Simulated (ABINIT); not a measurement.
# Optical response of CuI (Marshite)

Aim: the dielectric function of CuI (Marshite), and the optical constants that follow from it. The cell comes from an older database entry, whose edges can differ from later determinations, mostly by under a per cent.

Program: ABINIT 10.8.3. Level of theory: DFT, PBE, plane waves with norm-conserving potentials (PseudoDojo), scalar-relativistic, independent-particle linear optical response without local fields. Results are calculated unless marked as measured.

The database entry behind the starting cell differs from later determinations by our own check (about 0.15 % long (mineral sample)), so it need not match the best structure at ambient conditions.

In doubt: a PseudoDojo file used here is known to give poor structures and forces, which bears on pressures, cells, forces and phonons.

## (1) Starting point

The structure is cubic, space group F-43m (No. 216). The conventional cell has a = 6.063 Å, b = 6.063 Å, c = 6.063 Å, α = 90.00°, β = 90.00°, γ = 90.00°. I has 4 Cu at 2.63 Å nearest. Nearest to Cu lie 4 I at 2.63 Å. Farther neighbours and most contacts between anions are not listed.

As a file:

```cif
data_structure
_symmetry_space_group_name_H-M 'F-43m'
_symmetry_Int_Tables_number 216
_cell_length_a 6.0630
_cell_length_b 6.0630
_cell_length_c 6.0630
_cell_angle_alpha 90.000
_cell_angle_beta 90.000
_cell_angle_gamma 90.000
_cell_volume 222.88
loop_
_atom_site_label
_atom_site_type_symbol
_atom_site_symmetry_multiplicity
_atom_site_Wyckoff_symbol
_atom_site_fract_x
_atom_site_fract_y
_atom_site_fract_z
_atom_site_occupancy
I1 I 4 a 0.00000 0.00000 0.00000 1
Cu1 Cu 4 c 0.25000 0.25000 0.25000 1
```

## (2) Ground state, bands and velocity matrix elements

First the ground state: is it a metal or has it a gap?

This step: DFT, PBE, plane waves with norm-conserving potentials (PseudoDojo), scalar-relativistic, ground state, bands at fixed density and velocity matrix elements (ABINIT 10.8.3).

Input file run.abi:

```
# ground state, bands on a dense mesh, and the derivatives d/dk of the wave functions
ndtset 3

ngkpt1 6 6 6
shiftk1 0.0 0.0 0.0
tolvrs1 1.0d-12
nband1 17
prtden1 1

iscf2 -2
getden2 1
ngkpt2 10 10 10
shiftk2 0.0 0.0 0.0
kptopt2 1
nband2 40
nbdbuf2 4
tolwfr2 1.0d-14

optdriver3 8
wfk_task3 "wfk_ddk"
prtevk3 1
getwfk3 2
getden3 1
iscf3 -2
ngkpt3 10 10 10
shiftk3 0.0 0.0 0.0
kptopt3 1
nband3 40

nshiftk 1
occopt 3
tsmear 0.001837
ecut 45.0
nstep 80
iomode 3
chksymbreak 0
chkprim 0
chksymtnons 0
acell 3*1.0 Angstrom
rprim
  0.000000000000 3.031500000000 3.031500000000
  3.031500000000 0.000000000000 3.031500000000
  3.031500000000 3.031500000000 0.000000000000
natom 2
ntypat 2
znucl 53 29
typat 1 2
xred
  0.000000000000 0.000000000000 0.000000000000
  0.750000000000 0.750000000000 0.750000000000
pseudos "I.upf, Cu.upf"
```

Launch:

```sh
> mpirun -n 4 abinit run.abi
```

Numbers of over 12 decimals in the logs are rounded to 6 here.

The program printed:

```text
DATASET    1 : space group F-4 3 m (#216); Bravais cF (face-center cubic)
 DATASET    2 : space group F-4 3 m (#216); Bravais cF (face-center cubic)
 DATASET    3 : space group F-4 3 m (#216); Bravais cF (face-center cubic)
            ngfft          50      50      50
                         0.11111    0.11111    0.05556    0.02778    0.11111    0.05556
                         0.01389    0.11111    0.11111    0.05556
                         0.00600    0.02400    0.02400    0.02400    0.02400    0.02400
                         0.02400    0.02400    0.01200    0.00600    0.02400    0.02400
                         0.02400    0.02400    0.02400    0.01200    0.00600    0.02400
                         0.02400    0.02400    0.01200    0.00600    0.02400    0.01200
                         0.00300    0.02400    0.04800    0.04800    0.02400    0.02400
                         0.04800    0.04800    0.04800    0.02400    0.02400    0.04800
                         0.02400    0.01200    0.02400    0.02400    0.01200
                         0.00600    0.02400    0.02400    0.02400    0.02400    0.02400
                         0.02400    0.02400    0.01200    0.00600    0.02400    0.02400
                         0.02400    0.02400    0.02400    0.01200    0.00600    0.02400
                         0.02400    0.02400    0.01200    0.00600    0.02400    0.01200
                         0.00300    0.02400    0.04800    0.04800    0.02400    0.02400
                         0.04800    0.04800    0.04800    0.02400    0.02400    0.04800
                         0.02400    0.01200    0.02400    0.02400    0.01200
== DATASET  1 ==================================================================
 Real(R)+Recip(G) space primitive vectors, cartesian coordinates (Bohr,Bohr^-1):
 R(1)=  0.0000000  5.7287048  5.7287048  G(1)= -0.0872798  0.0872798  0.0872798
 R(2)=  5.7287048  0.0000000  5.7287048  G(2)=  0.0872798 -0.0872798  0.0872798
 R(3)=  5.7287048  5.7287048  0.0000000  G(3)=  0.0872798  0.0872798 -0.0872798
 Unit cell volume ucvol=  3.7600993E+02 bohr^3
 Angles (23,13,12)=  6.00000000E+01  6.00000000E+01  6.00000000E+01 degrees
 getcut: wavevector=  0.0000  0.0000  0.0000  ngfft=  50  50  50
     iter   Etot(hartree)      deltaE(h)  residm     vres2
 ETOT  1  -196.23713218933    -1.962E+02 2.726E-01 2.759E+04
 ETOT  2  -196.40946686729    -1.723E-01 1.581E-01 5.245E+04
 ETOT  3  -201.44033832029    -5.031E+00 7.158E-02 9.630E+03
 ETOT  4  -202.12900465388    -6.887E-01 5.648E-03 3.711E+03
 ETOT  5  -202.35233072118    -2.233E-01 4.437E-03 1.697E+03
 ETOT  6  -202.48708877146    -1.348E-01 2.183E-03 5.651E+02
 ETOT  7  -202.51110197256    -2.401E-02 1.537E-03 3.651E+02
 ETOT  8  -202.54699423901    -3.589E-02 3.103E-03 8.381E+01
 ETOT  9  -202.55328911753    -6.295E-03 1.180E-03 3.435E+01
 ETOT 10  -202.55764892533    -4.360E-03 4.920E-04 1.526E+00
 ETOT 11  -202.55787058157    -2.217E-04 9.800E-05 9.582E-02
 ETOT 12  -202.55787890914    -8.328E-06 2.803E-05 4.002E-02
 ETOT 13  -202.55788400688    -5.098E-06 5.765E-06 6.964E-03
 ETOT 14  -202.55788459111    -5.842E-07 1.541E-06 3.127E-03
 ETOT 15  -202.55788505972    -4.686E-07 3.615E-07 1.532E-05
 ETOT 16  -202.55788506293    -3.206E-09 1.137E-07 4.794E-08
 ETOT 17  -202.55788506292     1.239E-11 9.034E-08 4.818E-08
 ETOT 18  -202.55788506293    -8.669E-12 2.810E-08 5.319E-09
 ETOT 19  -202.55788506292     5.571E-12 2.318E-08 4.712E-11
 ETOT 20  -202.55788506292    -2.615E-12 7.035E-09 1.059E-11
 ETOT 21  -202.55788506293    -1.049E-11 5.976E-09 2.587E-13
 At SCF step   21       vres2   =  2.59E-13 < tolvrs=  1.00E-12 =>converged.
 Cartesian components of stress tensor (hartree/bohr^3)
  sigma(1 1)= -1.42561228E-05  sigma(3 2)=  0.00000000E+00
  sigma(2 2)= -1.42561228E-05  sigma(3 1)=  0.00000000E+00
  sigma(3 3)= -1.42561228E-05  sigma(2 1)=  0.00000000E+00
 Mean square residual over all n,k,spin=   22.548E-12; max=  59.760E-10
 Fermi (or HOMO) energy (hartree) =   0.16437   Average Vxc (hartree)=  -0.33457
 Eigenvalues (hartree) for nkpt=  16  k points:
 kpt#   1, nband= 17, wtk=  0.00463, kpt=  0.0000  0.0000  0.0000 (reduced coord)
  -3.95408   -2.38967   -2.38967   -2.38967   -0.37361    0.00854    0.00854    0.00854
   0.07567    0.07567    0.14317    0.14317    0.14317    0.18335    0.32175    0.32175
   2.00000    2.00000    2.00000    2.00000    2.00000    2.00000    2.00000    2.00000
   2.00000    2.00000    1.99998    1.99998    1.99998    0.00007    0.00000    0.00000
kinetic             :  9.06614063371991E+01
hartree             :  9.19228345440073E+01
xc                  : -2.73490722457851E+01
Ewald energy        : -9.13430046365284E+01
psp_core            :  2.82336320036765E+00
local_psp           : -2.37543339695567E+02
non_local_psp       : -3.17300725530934E+01
internal            : -2.02557885049400E+02
'-kT*entropy'       : -1.35339532688827E-08
total_energy        : -2.02557885062934E+02
total_energy_eV     : -5.51188084761651E+03
 Cartesian components of stress tensor (hartree/bohr^3)
  sigma(1 1)= -1.42561228E-05  sigma(3 2)=  0.00000000E+00
  sigma(2 2)= -1.42561228E-05  sigma(3 1)=  0.00000000E+00
  sigma(3 3)= -1.42561228E-05  sigma(2 1)=  0.00000000E+00
-Cartesian components of stress tensor (GPa)         [Pressure=  4.1943E-01 GPa]
== DATASET  2 ==================================================================
 Real(R)+Recip(G) space primitive vectors, cartesian coordinates (Bohr,Bohr^-1):
 R(1)=  0.0000000  5.7287048  5.7287048  G(1)= -0.0872798  0.0872798  0.0872798
 R(2)=  5.7287048  0.0000000  5.7287048  G(2)=  0.0872798 -0.0872798  0.0872798
 R(3)=  5.7287048  5.7287048  0.0000000  G(3)=  0.0872798  0.0872798 -0.0872798
 Unit cell volume ucvol=  3.7600993E+02 bohr^3
 Angles (23,13,12)=  6.00000000E+01  6.00000000E+01  6.00000000E+01 degrees
 getcut: wavevector=  0.0000  0.0000  0.0000  ngfft=  50  50  50
 Mean square residual over all n,k,spin=   46.602E-16; max=  99.910E-16
 Eigenvalues (hartree) for nkpt=  47  k points:
 kpt#   1, nband= 40, wtk=  0.00100, kpt=  0.0000  0.0000  0.0000 (reduced coord)
  -3.95408   -2.38967   -2.38967   -2.38967   -0.37361    0.00854    0.00854    0.00854
   0.07567    0.07567    0.14317    0.14317    0.14317    0.18335    0.32175    0.32175
   0.32175    0.44822    0.49942    0.49942    0.54827    0.54827    0.54827    0.64996
   0.98220    0.98220    0.98220    1.00442    1.00442    1.00442    1.03779    1.03779
   1.03779    1.07642    1.07642    1.28915    1.36041    1.36041    1.36041    1.38350
== DATASET  3 ==================================================================
            ngfft          50      50      50
                         0.11111    0.11111    0.05556    0.02778    0.11111    0.05556
                         0.01389    0.11111    0.11111    0.05556
                         0.00600    0.02400    0.02400    0.02400    0.02400    0.02400
                         0.02400    0.02400    0.01200    0.00600    0.02400    0.02400
                         0.02400    0.02400    0.02400    0.01200    0.00600    0.02400
                         0.02400    0.02400    0.01200    0.00600    0.02400    0.01200
                         0.00300    0.02400    0.04800    0.04800    0.02400    0.02400
                         0.04800    0.04800    0.04800    0.02400    0.02400    0.04800
                         0.02400    0.01200    0.02400    0.02400    0.01200
                         0.00600    0.02400    0.02400    0.02400    0.02400    0.02400
                         0.02400    0.02400    0.01200    0.00600    0.02400    0.02400
                         0.02400    0.02400    0.02400    0.01200    0.00600    0.02400
                         0.02400    0.02400    0.01200    0.00600    0.02400    0.01200
                         0.00300    0.02400    0.04800    0.04800    0.02400    0.02400
                         0.04800    0.04800    0.04800    0.02400    0.02400    0.04800
                         0.02400    0.01200    0.02400    0.02400    0.01200
[shortened to cell, iterations, levels, energies and stress; the echo of variables, forces, comments, warnings and credits are left out]
```

It took 2.7 min on 4 MPI ranks of Arm Neoverse N1, shared host; peak memory 0.14 GiB; 11 min of CPU time.

Read-outs, printed or worked out from the files:

```
total energy           : -202.6 Ha
gap on the k-mesh      : 1.093 eV
direct gap on the mesh : 1.093 eV
```

There is a gap, 1.09 eV on this mesh (points off the mesh can give less), so no carriers' term is needed.

## (3) Optical response

With the density converged, the vertical transitions are summed over the zone.

This step: DFT, PBE, plane waves with norm-conserving potentials (PseudoDojo), scalar-relativistic, independent-particle linear optical response without local fields (ABINIT 10.8.3).

Input file optic.abi:

```
&FILES
 ddkfile_1 = 'runo_DS3_1_EVK.nc',
 ddkfile_2 = 'runo_DS3_2_EVK.nc',
 ddkfile_3 = 'runo_DS3_3_EVK.nc',
 wfkfile = 'runo_DS2_WFK.nc'
/
&PARAMETERS
 broadening = 0.001837,
 domega = 0.0020212,
 maxomega = 0.80849,
 scissor = 0.0,
 tolerance = 0.002,
 nband_sum = 36
/
&COMPUTATIONS
 num_lin_comp = 1,
 lin_comp = 11,
 num_nonlin_comp = 0,
 num_linel_comp = 0,
 num_nonlin2_comp = 0
/
```

Launch:

```sh
> optic optic.abi
```

The program printed:

```text

 OPTIC has originally been developed by
 S. Sharma, J. K. Dewhurst and C. Ambrosch-Draxl, Phys. Rev. B 67, 165332 (2003), and
 S. Sharma and C. Ambrosch-Draxl, Physica Scripta T 109 (2004).

 rprimd(bohr)      =   0.00000   5.72870   5.72870
                       5.72870   0.00000   5.72870
                       5.72870   5.72870   0.00000
 natom             =       2
 nkpt,mband        =      47      40
 ecut              =  45.00000 Ha
 newocc: new Fermi energy is       0.165218 , with nelect=     26.000000, Number of bisection calls: 30
 Fermi level: 4.4958  (eV)

 fermie            =   0.16522 Ha   4.49580 eV
 Scissor shift     =   0.00000 Ha
 Tolerance on closeness to singularities     =   0.00200 Ha
 Smearing factor      =   0.00184 Ha
 Will use the antiresonant approximation (meaning that the antiresonant terms are neglected)
 Will not perform the bands decomposition
 linear coeffs to be calculated :
 11
 non-linear coeffs to be calculated :

 electronic part of electro-optic coeffs to be calculated :

 non-linear coeffs (V2) to be calculated :

 linear optic matrix elements will be printed :0
 optic : Call pmat2cart
 No scissor shift to be applied. Returning to main optic routine.
 optic : Call linopt
  linopt            1           1
 calculated the component:           1           1   of dielectric function
  with broadening:         (0.000000,1.83700000000000009E-003)
 and scissors shift:   0.000000
 energy window:   142.675480      eV   5.243227      Ha
 optic : Call nlinopt
 optic : Call linelop
 optic : Call nonlinopt

================================================================================

 Calculation completed.
-
program: optic
version: 10.8.3
start_datetime:
end_datetime:
overall_cpu_time:           0.3
overall_wall_time:           0.3
mpi_procs: 1
omp_threads: 1
...
```

Wall time 0.79 s (1 thread); peak memory 0.05 GiB.

Read-outs, printed or worked out from the files:

- electronic dielectric constant ε∞, mean over x, y and z (by symmetry where fewer were run): 6.878

The Im ε, E ∥ x has structure finer than the step of the table below, so its rows give means over 0.5 eV, whole bins alone (the curve runs from 0.0550 to 21.9 eV). Peaks (eV: height): 2.80: 6.09, 3.30: 6.00, 4.29: 9.63, 4.62: 11.6, 6.21: 9.98, 6.82: 15.5, 7.15: 11.2.

Sum at mesh points, not converged in k; values under the direct gap are tails of Lorentzian lines. Table of Im ε, E ∥ x by photon energy; means over each step:

photon energy (eV), Im ε, E ∥ x and a bar:
```
      0.5        0.0 
      1.0        0.7 ##
      1.5        1.0 ###
      2.0        1.1 ###
      2.5        2.1 ######
      3.0        3.8 ###########
      3.5        3.4 ##########
      4.0        5.6 ################
      4.5        8.3 ########################
      5.0        4.5 #############
      5.5        5.7 ################
      6.0        9.0 ##########################
      6.5        7.9 #######################
      7.0       10.4 ##############################
      7.5        5.6 ################
      8.0        3.0 ########
      8.5        4.4 #############
      9.0        3.9 ###########
      9.5        3.8 ###########
     10.0        2.3 ######
     10.5        1.9 #####
     11.0        1.3 ####
     11.5        1.2 ###
     12.0        1.4 ####
     12.5        1.0 ###
     13.0        1.1 ###
     13.5        1.0 ###
     14.0        0.9 ##
     14.5        0.8 ##
     15.0        0.9 ###
     15.5        0.7 ##
     16.0        0.7 ##
     16.5        0.7 ##
     17.0        0.5 #
     17.5        0.7 ##
     18.0        0.5 #
     18.5        0.4 #
     19.0        0.4 #
     19.5        0.4 #
     20.0        0.4 #
     20.5        0.4 #
     21.0        0.4 #
     21.5        0.3 #
```

The reflectivity at normal incidence, E ∥ x has structure finer than the step of the table below, so its rows give means over 0.5 eV, whole bins alone (the curve runs from 0.0550 to 21.9 eV). Peaks (eV: height): 6.93: 51.5, 7.48: 63.5, 9.62: 51.9, 10.01: 51.8, 10.45: 48.9, 10.67: 53.7, 11.11: 46.6.

Sum at mesh points, not converged in k. The reflectivity at normal incidence, E ∥ x by photon energy; means over each step:

| photon energy (eV) | reflectivity at normal incidence, E ∥ x (%) |
| --- | --- |
| 0.5 | 20.5 |
| 1.0 | 21.4 |
| 1.5 | 22.6 |
| 2.0 | 22.2 |
| 2.5 | 25.1 |
| 3.0 | 25.5 |
| 3.5 | 23.2 |
| 4.0 | 30.4 |
| 4.5 | 33.8 |
| 5.0 | 22.8 |
| 5.5 | 26.8 |
| 6.0 | 34.7 |
| 6.5 | 33.3 |
| 7.0 | 45.0 |
| 7.5 | 57.3 |
| 8.0 | 33.2 |
| 8.5 | 32.3 |
| 9.0 | 34.8 |
| 9.5 | 43.5 |
| 10.0 | 47.1 |
| 10.5 | 45.9 |
| 11.0 | 43.5 |
| 11.5 | 34.1 |
| 12.0 | 28.7 |
| 12.5 | 32.0 |
| 13.0 | 28.3 |
| 13.5 | 25.6 |
| 14.0 | 26.0 |
| 14.5 | 20.7 |
| 15.0 | 20.8 |
| 15.5 | 21.7 |
| 16.0 | 21.6 |
| 16.5 | 17.0 |
| 17.0 | 15.0 |
| 17.5 | 17.3 |
| 18.0 | 18.8 |
| 18.5 | 15.0 |
| 19.0 | 13.0 |
| 19.5 | 10.6 |
| 20.0 | 9.04 |
| 20.5 | 8.61 |
| 21.0 | 9.26 |
| 21.5 | 8.18 |

The loss function −Im 1/ε at q → 0, E ∥ x has structure finer than the step of the table below, so its rows give means over 0.5 eV, whole bins alone (the curve runs from 0.0550 to 21.9 eV). Peaks (eV: height): 16.83: 2.06, 17.98: 2.49, 18.37: 2.70, 19.14: 2.29, 19.63: 2.05, 19.91: 2.04, 21.23: 2.13.

Sum at mesh points, not converged in k; values under the direct gap are tails of Lorentzian lines. Loss function −Im 1/ε at q → 0, E ∥ x against energy loss; means over each step:

| energy loss (eV) | loss function −Im 1/ε at q → 0, E ∥ x |
| --- | --- |
| 0.5 | 7.3e-4 |
| 1.0 | 0.0127 |
| 1.5 | 0.0158 |
| 2.0 | 0.0184 |
| 2.5 | 0.0265 |
| 3.0 | 0.0504 |
| 3.5 | 0.0608 |
| 4.0 | 0.0473 |
| 4.5 | 0.0859 |
| 5.0 | 0.125 |
| 5.5 | 0.0843 |
| 6.0 | 0.0873 |
| 6.5 | 0.113 |
| 7.0 | 0.0956 |
| 7.5 | 0.113 |
| 8.0 | 0.297 |
| 8.5 | 0.220 |
| 9.0 | 0.237 |
| 9.5 | 0.199 |
| 10.0 | 0.257 |
| 10.5 | 0.304 |
| 11.0 | 0.447 |
| 11.5 | 0.647 |
| 12.0 | 0.614 |
| 12.5 | 0.782 |
| 13.0 | 0.825 |
| 13.5 | 0.910 |
| 14.0 | 1.07 |
| 14.5 | 1.25 |
| 15.0 | 1.08 |
| 15.5 | 1.35 |
| 16.0 | 1.52 |
| 16.5 | 1.51 |
| 17.0 | 1.75 |
| 17.5 | 1.45 |
| 18.0 | 2.07 |
| 18.5 | 2.22 |
| 19.0 | 2.03 |
| 19.5 | 1.92 |
| 20.0 | 1.70 |
| 20.5 | 1.64 |
| 21.0 | 1.73 |
| 21.5 | 1.62 |

Optical constants at common wavelengths, from n + ik = √ε:

| wavelength (nm) | n | k | R (%) | 1/α |
| --- | --- | --- | --- | --- |
| 1550 | 2.71 | 0.018 | 21.3 | 6.7 µm |
| 1064 | 2.51 | 0.177 | 18.7 | 481 nm |
| 633 | 2.81 | 0.129 | 22.6 | 388 nm |
| 450 | 3.16 | 0.750 | 29.3 | 48 nm |
| 405 | 3.00 | 0.401 | 25.8 | 80 nm |
| 308 | 3.19 | 1.037 | 31.5 | 24 nm |
| 248 | 2.20 | 0.851 | 19.8 | 23 nm |

Below the direct gap, k and the depth come from the tails of the Lorentzian lines, not from transitions.

Rows near the edge hang on the gap, which this functional as a rule makes too small, and phonon-assisted absorption is left out.

## (4) Summary of results

| Property | Result |
| --- | --- |
| electronic dielectric constant ε∞, mean over x, y and z (by symmetry where fewer were run) (independent particles) | 6.88 |

**Reading.** At this level (PBE, independent particles) CuI has ε∞ = 6.88 and n = 2.71 at 1550 nm. On the mesh the gap is 1.09 eV and the least direct gap 1.09 eV. Excitons and phonon-assisted transitions are missing, and so are local fields; PBE gaps are as a rule too small, which pulls the onset down and ε∞ up. Spin-orbit coupling is left out although heavy atoms are present. The sum runs over mesh points 0.18 Å⁻¹ apart with no interpolation, so peaks are partly noise of the mesh; over so small a direct gap single mesh points weigh heavily, so ε∞, n and their changes from run to run can be far off. Besides steps told in other documents, this task had 1 run with a known fault of program or setting; those not told in a step above aren't shown.

[Logs are printed without paths, hosts, clocks, repeated set-up lines and the standing remarks that a program may print on its own settings, such as how far it seeks lower states.]

[Hosts, paths, dates, database ids (printed as entryN), source tags and the programs' standing remarks are cut or masked in the printed files.]
